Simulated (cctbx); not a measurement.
## Ho3Pb4 with cctbx, script by script

Library: cctbx 2025.11. The data are simulated by the first script.

## 1. Simulate the data

run.py:

```python
from cctbx import adptbx, crystal, miller, sgtbx, xray
from cctbx.array_family import flex
from iotbx.shelx import hklf
from scitbx import matrix
import scitbx.random

cs = crystal.symmetry(unit_cell=(4.502, 11.899, 16.072, 90, 90, 90), space_group_symbol='Hall: -C 2c 2')  # Cmcm
atoms = [  # label, site, U (iso, or U11 U22 U33 U12 U13 U23 in A^2), occupancy
    ("Pb1", (0.5, 0.1216, 0.3929), (0.0090, 0.0078, 0.0078, 0.0000, 0.0000, 0.0006), 1),
    ("Pb2", (0.5, 0.2731, 0.25), (0.0075, 0.0079, 0.0077, 0.0000, 0.0000, 0.0000), 1),
    ("Pb3", (0, 0, 0.5), (0.0086, 0.0071, 0.0083, 0.0000, 0.0000, -0.0008), 1),
    ("Ho1", (0, 0.3268, 0.4022), (0.0096, 0.0103, 0.0097, 0.0000, 0.0000, -0.0004), 1),
    ("Ho2", (0, 0.05, 0.25), (0.0078, 0.0098, 0.0079, 0.0000, 0.0000, 0.0000), 1),
]
xs = xray.structure(crystal_symmetry=cs)
for label, site, u, occ in atoms:
    u = adptbx.u_cif_as_u_star(cs.unit_cell(), u) if isinstance(u, tuple) else u
    xs.add_scatterer(xray.scatterer(label, site=site, u=u, occupancy=occ))
xs.set_inelastic_form_factors(0.71073, "sasaki")
xs.show_summary()
p1 = xs.expand_to_p1()
ms = miller.build_set(p1, anomalous_flag=True, d_min=0.84)
flex.set_random_seed(503452)
scitbx.random.set_random_seed(503452)
ms = ms.select(flex.random_double(ms.size()) < 0.8)
i = ms.structure_factors_from_scatterers(p1, algorithm="direct").f_calc().as_intensity_array().data()
i = i * 20000 / flex.max(i)
sig = flex.sqrt(i + flex.pow2(0.06 * i) + 4 ** 2)
noise = scitbx.random.variate(scitbx.random.normal_distribution())(i.size())
data = ms.array(data=i + sig * noise, sigmas=sig).set_observation_type_xray_intensity()
with open("data.hkl", "w") as f:
    data.export_as_shelx_hklf(f)
print("reflections written:", data.size(), " <I/sigma> = %.1f" % flex.mean(data.data() / data.sigmas()))
for h, a, b in list(data.sort("data"))[:12]:
    print("%4d%4d%4d %9.1f %7.1f" % (h + (a, b)))
```

```console
$ python run.py
```

```text
Number of scatterers: 5
At special positions: 5
Unit cell: (4.502, 11.899, 16.072, 90, 90, 90)
Space group: C m c m (No. 63)
reflections written: 4819  <I/sigma> = 5.0
  -2   0   0   21065.3  1208.3
   2   0   0   21002.5  1208.3
  -1  -3   0   10029.5   553.2
   0   4   4    9707.8   567.5
   0  -4   4    9389.7   567.5
   0   0   8    9369.1   520.2
   0   0  -8    8862.3   520.2
   0  -4  -4    8818.9   567.5
   1   1   4    8776.8   494.5
  -1  -1  -4    8755.0   494.5
   1   3   0    8626.6   553.2
   0   4  -4    8457.1   567.5
```

It took 0.4 s on 1 thread of Arm Neoverse N1, with other jobs on the host, peak memory 0.07 GiB.

## 2. Symmetry

run.py:

```python
from cctbx import crystal, sgtbx, statistics
from cctbx.array_family import flex
from iotbx.shelx import hklf

p1 = crystal.symmetry(unit_cell=(4.502, 11.899, 16.072, 90, 90, 90), space_group_symbol="P 1")
raw = hklf.reader(file_name="data.hkl").as_miller_arrays(crystal_symmetry=p1, anomalous=True)[0]
print(raw.size(), "reflections to d = %.3f A" % raw.d_min())
isig = raw.data() / raw.sigmas()
print("centring   violations  <I/sigma> of those")
best = "P"
for c in "ABCIRF":
    a = raw.customized_copy(space_group_info=sgtbx.space_group_info("Hall: %s 1" % c)).sys_absent_flags().data()
    m = flex.mean(isig.select(a))
    print("%5s %10d of %5d %8.1f" % (c, (isig.select(a) > 4).count(True), a.count(True), m))
    if (isig.select(a) > 4).count(True) < 0.01 * a.count(True):
        best = c
raw = raw.select(~raw.customized_copy(space_group_info=sgtbx.space_group_info("Hall: %s 1" % best)).sys_absent_flags().data())
isig = raw.data() / raw.sigmas()
rows = []
for s in sgtbx.space_group_symbol_iterator():
    g = sgtbx.space_group(s)
    if g.conventional_centring_type_symbol() != best or not g.is_compatible_unit_cell(p1.unit_cell(), 1e-3, 0.02):
        continue
    rows.append((s, g))
print("Laue class    unique    Rint  (classes that these axes allow; Friedel mates merged)")
rint = {}
for s, g in rows:
    laue = g.build_derived_patterson_group()
    key = laue.type().hall_symbol()
    if key not in rint:
        m = raw.customized_copy(space_group_info=laue.info(), anomalous_flag=False).merge_equivalents()
        rint[key] = m.r_int()
        print("%-14s %6d %7.3f" % (laue.type().lookup_symbol(), m.array().size(), m.r_int()))
floor = min(rint.values())
good = [(s, g) for s, g in rows if rint[g.build_derived_patterson_group().type().hall_symbol()] < 2 * floor + 0.03]
top = max(g.build_derived_patterson_group().order_z() for s, g in good)
print("space group    extra absences  I>4sigma  <I/sigma>")
for s, g in good:
    laue = g.build_derived_patterson_group()
    if laue.order_z() != top:
        continue
    a = raw.customized_copy(space_group_info=g.info()).sys_absent_flags().data()
    a &= ~raw.customized_copy(space_group_info=laue.info()).sys_absent_flags().data()
    bad = (isig.select(a) > 4).count(True)
    if bad <= 0.03 * a.count(True):
        print("%-16s %8d %10d %9s  %s" % (s.universal_hermann_mauguin(), a.count(True), bad, "%.1f" % flex.mean(isig.select(a)) if a.count(True) else "-", "centric" if g.is_centric() else "acentric"))
laue = max(good, key=lambda t: t[1].build_derived_patterson_group().order_z())[1].build_derived_patterson_group()
f = raw.customized_copy(space_group_info=laue.info(), anomalous_flag=False).merge_equivalents().array().eliminate_sys_absent().f_sq_as_f()
f.set_observation_type_xray_amplitude()
bins = max(3, min(8, f.size() // 12))
f.setup_binner(n_bins=bins)
w = statistics.wilson_plot(f, {e: n / laue.order_z() for e, n in {'Pb': 16.0, 'Ho': 12.0}.items()}, e_statistics=True)
print("Wilson B = %.2f A^2   <|E^2-1|> = %.3f (0.968 centric, 0.736 acentric)   E^2>4: %.1f %%" % (w.wilson_b, w.mean_e_sq_minus_1, w.percent_e_sq_gt_2))
print("shell (A)         n   <I/sigma>")
m = raw.customized_copy(space_group_info=laue.info(), anomalous_flag=False).merge_equivalents().array().eliminate_sys_absent()
for b in m.setup_binner(n_bins=bins).range_used():
    sel = m.binner().selection(b)
    print("%5.2f - %4.2f %6d %8.1f" % (min(m.binner().bin_d_range(b)[0] if m.binner().bin_d_range(b)[0] > 0 else 99, 99), m.binner().bin_d_range(b)[1], sel.count(True), flex.mean((m.data() / m.sigmas()).select(sel))))
```

```console
$ python run.py
```

```text
4819 reflections to d = 0.840 A
centring   violations  <I/sigma> of those
    A       1032 of  2414      5.1
    B       1032 of  2435      5.1
    C          0 of  2399      0.0
    I        901 of  2401      4.5
    R       1318 of  3231      5.0
    F       1032 of  3624      3.4
Laue class    unique    Rint  (classes that these axes allow; Friedel mates merged)
C 1 2/m 1         803   0.048
C 2/m 1 1         863   0.048
C m m m           476   0.052
space group    extra absences  I>4sigma  <I/sigma>
C 2 2 21               16          0      -0.2  acentric
C 2 2 2                 0          0         -  acentric
C m m 2                 0          0         -  acentric
C m c 21               64          0       0.1  acentric
C 2 m m                 0          0         -  acentric
C m 2 m                 0          0         -  acentric
C 2 c m                64          0       0.1  acentric
C m c m                64          0       0.1  centric
C m m m                 0          0         -  centric
Wilson B = 0.81 A^2   <|E^2-1|> = 0.899 (0.968 centric, 0.736 acentric)   E^2>4: 3.0 %
shell (A)         n   <I/sigma>
16.07 - 1.68     73     18.4
 1.68 - 1.33     62     22.8
 1.33 - 1.17     56     18.8
 1.17 - 1.06     56     19.4
 1.06 - 0.98     61     21.8
 0.98 - 0.93     51     20.9
 0.93 - 0.88     58     18.9
 0.88 - 0.84     59     17.8
```

Time: 0.41 s.

## 3. Charge flipping

run.py:

```python
import itertools
from cctbx import crystal, maptbx
from cctbx.array_family import flex
from iotbx.shelx import hklf
from smtbx.ab_initio import charge_flipping as cf

cs = crystal.symmetry(unit_cell=(4.502, 11.899, 16.072, 90, 90, 90), space_group_symbol='Hall: -C 2c 2')  # Cmcm
raw = hklf.reader(file_name="data.hkl").as_miller_arrays(crystal_symmetry=cs, anomalous=True)[0]
merged = raw.eliminate_sys_absent().merge_equivalents()
fo2 = merged.array().set_observation_type_xray_intensity()
f = fo2.average_bijvoet_mates().f_sq_as_f().resolution_filter(d_min=0.84)
p1 = f.expand_to_p1()
work = p1
flex.set_random_seed(10523)
it = cf.weak_reflection_improved_iterator(delta=None, weak_reflection_fraction=0.2)
it.start(work, phases=flex.random_double(p1.size()) * 6.2832, f_000=0)
it.delta = 1.1 * it.rho_map.sigma()
print("cycle      R  skewness")
for n, st in enumerate(itertools.islice(it, 200)):
    if n % 16 == 0:
        print("%5d %6.3f %8.2f" % (n, st.r1_factor(), st.rho_map.skewness()))
rho = p1.phase_transfer(it.f_calc).fft_map().apply_volume_scaling()
polish = cf.low_density_elimination_iterator(constant_rho_c=rho.sigma())
polish.start(f_obs=p1, phases=it.f_calc, f_000=0)
for _ in range(8):
    next(polish)
print("origin shift          correlation  skewness")
maps = []
for fc, shift, cc in itertools.islice(cf.f_calc_symmetrisations(f, polish.f_calc, 0), 4):
    m = f.phase_transfer(fc).fft_map(symmetry_flags=maptbx.use_space_group_symmetry, resolution_factor=0.25).apply_sigma_scaling()
    maps.append((m.skewness(), cc, m))
    print("%6.3f %6.3f %6.3f %10.3f %9.2f" % (tuple(shift) + (cc, m.skewness())))
skew, cc, m = max((t for t in maps if t[1] > maps[0][1] - 0.04), key=lambda t: t[0])
print("taken: symmetry correlation %.3f, skewness %.2f" % (cc, skew))
peaks = m.peak_search(parameters=maptbx.peak_search_parameters(min_distance_sym_equiv=0.9, max_clusters=10)).all()
sps = cs.special_position_settings(min_distance_sym_equiv=0.5)
print("peak      x       y       z  mult  height/sigma")
for k, (x, h) in enumerate(zip(peaks.sites(), peaks.heights())):
    ss = sps.site_symmetry(x)
    print("Q%-3d %7.4f %7.4f %7.4f %4d %8.1f" % ((k + 1,) + tuple(t % 1 for t in ss.exact_site()) + (ss.multiplicity(), h)))
```

```console
$ python run.py
```

```text
cycle      R  skewness
    0  0.600     0.29
   16  0.454     3.46
   32  0.317     3.92
   48  0.310     3.73
   64  0.328     3.96
   80  0.325     3.72
   96  0.328     3.85
  112  0.324     3.80
  128  0.321     3.85
  144  0.323     3.80
  160  0.322     3.70
  176  0.336     3.72
  192  0.320     3.76
origin shift          correlation  skewness
 0.008  0.294  0.053      0.815      1.55
-0.005  0.171  0.184      0.815      0.80
 0.006  0.433  0.050      0.811      1.69
 0.008  0.243  0.185      0.818      1.40
taken: symmetry correlation 0.811, skewness 1.69
peak      x       y       z  mult  height/sigma
Q1    0.0000  0.0142  0.6018    8      9.9
Q2    0.0000  0.4629  0.7500    4      6.9
Q3    0.0000  0.4225  0.2500    4      6.6
Q4    0.0000  0.3064  0.7500    4      6.0
Q5    0.0000  0.2542  0.2500    4      5.5
Q6    0.0000  0.0975  0.0852    8      4.7
Q7    0.0000  0.3587  0.5087    8      4.3
Q8    0.0000  0.3341  0.1842    8      3.9
Q9    0.0000  0.3706  0.1101    8      3.9
Q10   0.0000  0.1399  0.2500    4      3.8
```

Time: 0.66 s.

## 4. Refinement (model from the peaks)

run.py:

```python
import math
from cctbx import adptbx, crystal, maptbx, sgtbx, xray
from cctbx.array_family import flex
from cctbx.xray import observations
from iotbx.shelx import hklf
from scitbx.lstbx import normal_eqns_solving
from smtbx import absolute_structure, utils
from smtbx.refinement import constraints, least_squares

cs = crystal.symmetry(unit_cell=(4.502, 11.899, 16.072, 90, 90, 90), space_group_symbol='Hall: -C 2c 2')  # Cmcm
atoms = [  # label, site, U (iso, or U11 U22 U33 U12 U13 U23 in A^2), occupancy
    ("Pb1", (0, 0.0142, 0.6018), 0.0200, 1),
    ("Pb2", (0, 0.4629, 0.75), 0.0200, 1),
    ("Pb3", (0, 0.4225, 0.25), 0.0200, 1),
    ("Ho1", (0, 0.3064, 0.75), 0.0200, 1),
    ("Ho2", (0, 0.0975, 0.0852), 0.0200, 1),
]
xs = xray.structure(crystal_symmetry=cs)
for label, site, u, occ in atoms:
    u = adptbx.u_cif_as_u_star(cs.unit_cell(), u) if isinstance(u, tuple) else u
    xs.add_scatterer(xray.scatterer(label, site=site, u=u, occupancy=occ))
xs.set_inelastic_form_factors(0.71073, "sasaki")
raw = hklf.reader(file_name="data.hkl").as_miller_arrays(crystal_symmetry=cs, anomalous=True)[0]
merged = raw.eliminate_sys_absent().merge_equivalents()
fo2 = merged.array().set_observation_type_xray_intensity()
print("Rint %.3f, %d unique reflections to %.2f A" % (merged.r_int(), fo2.size(), fo2.d_min()))
for sc in xs.scatterers():
    sc.flags.set_grad_site(True)
    sc.flags.set_grad_u_aniso(sc.flags.use_u_aniso())
    sc.flags.set_grad_u_iso(sc.flags.use_u_iso())
obs = fo2.as_xray_observations()
extra = {}
rep = constraints.reparametrisation(xs, [], utils.connectivity_table(xs), **extra)
ls = least_squares.crystallographic_ls(obs, rep, weighting_scheme=least_squares.mainstream_shelx_weighting(a=0, b=0))
print("cycle     R1     wR2    GooF  max shift (A)")
for cycle in range(6):
    ls.build_up()
    r1, wr2, goof = ls.r1_factor(cutoff_factor=2)[0], ls.wR2(), ls.goof()
    old = xs.sites_cart()
    normal_eqns_solving.levenberg_marquardt_iterations(ls, n_max_iterations=3, tau=0.0001, step_threshold=1e-7)
    big = flex.max((xs.sites_cart() - old).norms())
    print("%4d %7.4f %7.4f %7.3f %9.5f" % (cycle + 1, r1, wr2, goof, big))
    ls.build_up(objective_only=True)
    if abs(ls.wR2() - wr2) < 5e-5 and big < 5e-4:
        break
ls.build_up()
print("final R1 %.4f wR2 %.4f GooF %.3f  parameters %d  data/parameter %.1f" % (ls.r1_factor(cutoff_factor=2)[0], ls.wR2(), ls.goof(), ls.n_parameters, fo2.size() / ls.n_parameters))
cov = ls.covariance_matrix_and_annotations()
su = dict(zip(cov.annotations, (math.sqrt(max(v, 0)) for v in cov.matrix.matrix_packed_u_diagonal())))
a2 = cs.unit_cell().reciprocal_parameters()[0] ** -2
print("atom        x        y        z      Ueq    occ   su(xyz)  su(Uiso or U11)")
for sc in xs.scatterers():
    s = max(su.get(sc.label + k, 0) for k in (".x", ".y", ".z"))
    npd = "" if sc.is_positive_definite_u(cs.unit_cell()) else "  NPD"
    print("%-5s %8.5f %8.5f %8.5f %8.4f %6.3f %8.5f %7.4f%s" % ((sc.label,) + sc.site + (sc.u_iso_or_equiv(cs.unit_cell()), sc.occupancy, s, su.get(sc.label + ".uiso", su.get(sc.label + ".u11", 0) * a2), npd)))
fo = fo2.f_sq_as_f()
fc = fo.structure_factors_from_scatterers(xs, algorithm="direct").f_calc()
diff = fo.f_obs_minus_f_calc(1 / math.sqrt(ls.scale_factor()), fc).average_bijvoet_mates()
m = diff.fft_map(symmetry_flags=maptbx.use_space_group_symmetry, resolution_factor=0.25).apply_volume_scaling()
print("difference map: max %.2f min %.2f rms %.2f" % (m.statistics().max(), m.statistics().min(), m.statistics().sigma()))
peaks = m.peak_search(parameters=maptbx.peak_search_parameters(min_distance_sym_equiv=0.6, max_clusters=5)).all()
near = xs.closest_distances(peaks.sites(), distance_cutoff=4)
sps = cs.special_position_settings(min_distance_sym_equiv=0.5)
for k, (x, h) in enumerate(zip(peaks.sites(), peaks.heights())):
    ss = sps.site_symmetry(x)
    print("Q%-3d %7.4f %7.4f %7.4f %4d %7.2f  %.2f A from %s" % ((k + 1,) + tuple(t % 1 for t in ss.exact_site()) + (ss.multiplicity(), h, near.smallest_distances[k], xs.scatterers()[near.i_seqs[k]].label)))
```

```console
$ python run.py
```

```text
Rint 0.052, 451 unique reflections to 0.84 A
cycle     R1     wR2    GooF  max shift (A)
   1  0.8653  0.9823  23.700   0.35851
   2  0.7941  0.9549  23.040   0.16043
   3  0.7817  0.9462  22.830   0.12136
   4  0.7709  0.9408  22.699   0.04122
   5  0.7680  0.9401  22.682   0.01023
   6  0.7680  0.9402  22.685   0.03373
final R1 0.7692 wR2 0.9401 GooF 22.684  parameters 12  data/parameter 37.6
atom        x        y        z      Ueq    occ   su(xyz)  su(Uiso or U11)
Pb1    0.00000  0.01579  0.60696   0.0001  1.000  0.00375  0.0118
Pb2    0.00000  0.48287  0.75000   0.0001  1.000  0.00551  0.0151
Pb3    0.00000  0.41794  0.25000   0.0001  1.000  0.00563  0.0150
Ho1    0.00000  0.27821  0.75000   0.0001  1.000  0.00675  0.0175
Ho2    0.00000  0.12669  0.07074   0.0001  1.000  0.00476  0.0135
difference map: max 1024.95 min -357.30 rms 73.12
Q1    0.0000  0.4134  0.2500    4 1032.04  0.05 A from Pb3
Q2    0.0000  0.0233  0.6059    8  876.90  0.09 A from Pb1
Q3    0.0000  0.2972  0.7500    4  628.96  0.23 A from Ho1
Q4    0.0000  0.3502  0.9978    8  476.94  2.52 A from Ho2
Q5    0.0000  0.4763  0.7500    4  458.13  0.08 A from Pb2
```

Time: 0.74 s.

Figures of merit this high mean that the model is still wrong or incomplete.

## 5. Charge flipping

run.py, as its changes from the last script of this kind:

```diff
@@ -13,2 +13,3 @@
-work = p1
-flex.set_random_seed(10523)
+p1.setup_binner_counting_sorted(reflections_per_bin=max(40, p1.size() // 12))
+work = p1.array(data=p1.data() / p1.amplitude_quasi_normalisations().data())
+flex.set_random_seed(10524)
@@ -19,2 +20,2 @@
-for n, st in enumerate(itertools.islice(it, 200)):
-    if n % 16 == 0:
+for n, st in enumerate(itertools.islice(it, 400)):
+    if n % 33 == 0:
```

```console
$ python run.py
```

```text
cycle      R  skewness
    0  0.606     0.27
   33  0.479     2.85
   66  0.498     2.80
   99  0.483     2.80
  132  0.479     2.82
  165  0.490     2.74
  198  0.495     2.82
  231  0.505     2.86
  264  0.487     2.82
  297  0.493     2.80
  330  0.498     2.71
  363  0.489     2.79
  396  0.490     2.77
origin shift          correlation  skewness
 0.277  0.034  0.485      0.847      1.42
 0.277  0.038  0.126      0.854      1.64
 0.279  0.024  0.233      0.844      1.95
 0.286  0.390  0.102      0.833      1.43
taken: symmetry correlation 0.844, skewness 1.95
peak      x       y       z  mult  height/sigma
Q1    0.0000  0.1185  0.7500    4     12.8
Q2    0.0000  0.1789  0.2500    4     10.7
Q3    0.0000  0.4808  0.1496    8      6.0
Q4    0.0000  0.1334  0.0185    8      4.1
Q5    0.0000  0.2433  0.6444    8      3.4
Q6    0.0000  0.3266  0.2003    8      3.4
Q7    0.0000  0.1891  0.5381    8      3.3
Q8    0.0000  0.4301  0.0907    8      3.2
Q9    0.0000  0.0913  0.1852    8      2.9
Q10   0.0000  0.3842  0.0065    8      2.9
```

Time: 0.82 s.

## 6. Refinement (model from the peaks)

run.py, as its changes from the last script of this kind:

```diff
@@ -12,5 +12,4 @@
-    ("Pb1", (0, 0.0142, 0.6018), 0.0200, 1),
-    ("Pb2", (0, 0.4629, 0.75), 0.0200, 1),
-    ("Pb3", (0, 0.4225, 0.25), 0.0200, 1),
-    ("Ho1", (0, 0.3064, 0.75), 0.0200, 1),
-    ("Ho2", (0, 0.0975, 0.0852), 0.0200, 1),
+    ("Pb1", (0, 0.1185, 0.75), 0.0200, 1),
+    ("Pb2", (0, 0.1789, 0.25), 0.0200, 1),
+    ("Pb3", (0, 0.4808, 0.1496), 0.0200, 1),
+    ("Ho1", (0, 0.1334, 0.0185), 0.0200, 1),
@@ -61 +60 @@
-peaks = m.peak_search(parameters=maptbx.peak_search_parameters(min_distance_sym_equiv=0.6, max_clusters=5)).all()
+peaks = m.peak_search(parameters=maptbx.peak_search_parameters(min_distance_sym_equiv=0.6, max_clusters=6)).all()
```

```console
$ python run.py
```

```text
Rint 0.052, 451 unique reflections to 0.84 A
cycle     R1     wR2    GooF  max shift (A)
   1  0.8024  0.9650  23.231   0.26332
   2  0.7004  0.9207  22.163   0.07819
   3  0.6948  0.9148  22.021   0.03656
   4  0.6996  0.9146  22.018   0.03149
   5  0.6977  0.9148  22.022   0.02527
   6  0.7012  0.9149  22.024   0.02747
final R1 0.6987 wR2 0.9149 GooF 22.025  parameters 10  data/parameter 45.1
atom        x        y        z      Ueq    occ   su(xyz)  su(Uiso or U11)
Pb1    0.00000  0.12291  0.75000   0.0001  1.000  0.00309  0.0106
Pb2    0.00000  0.17310  0.25000   0.0001  1.000  0.00335  0.0105
Pb3    0.00000  0.50985  0.15452   0.0001  1.000  0.00230  0.0079
Ho1    0.00000  0.12890  0.03755   0.0001  1.000  0.00307  0.0098
difference map: max 729.88 min -189.39 rms 47.48
Q1    0.0000  0.1753  0.2500    4  761.66  0.03 A from Pb2
Q2    0.0000  0.1152  0.7500    4  567.07  0.09 A from Pb1
Q3    0.0000  0.4987  0.1610    8  411.18  0.17 A from Pb3
Q4    0.0000  0.1240  0.0390    8  398.48  0.06 A from Ho1
Q5    0.0000  0.2737  0.5978    8  377.96  2.71 A from Ho1
Q6    0.0000  0.4521  0.0986    8  321.55  1.13 A from Pb3
```

Run time: 0.72 s on 1 thread of Arm Neoverse N1, with other jobs on the host, peak memory 0.09 GiB.

Figures of merit this high mean that the model is still wrong or incomplete.

[Logs are printed without paths, hosts, clocks, repeated set-up lines and the standing remarks that a program may print on its own settings, such as how far it seeks lower states.]
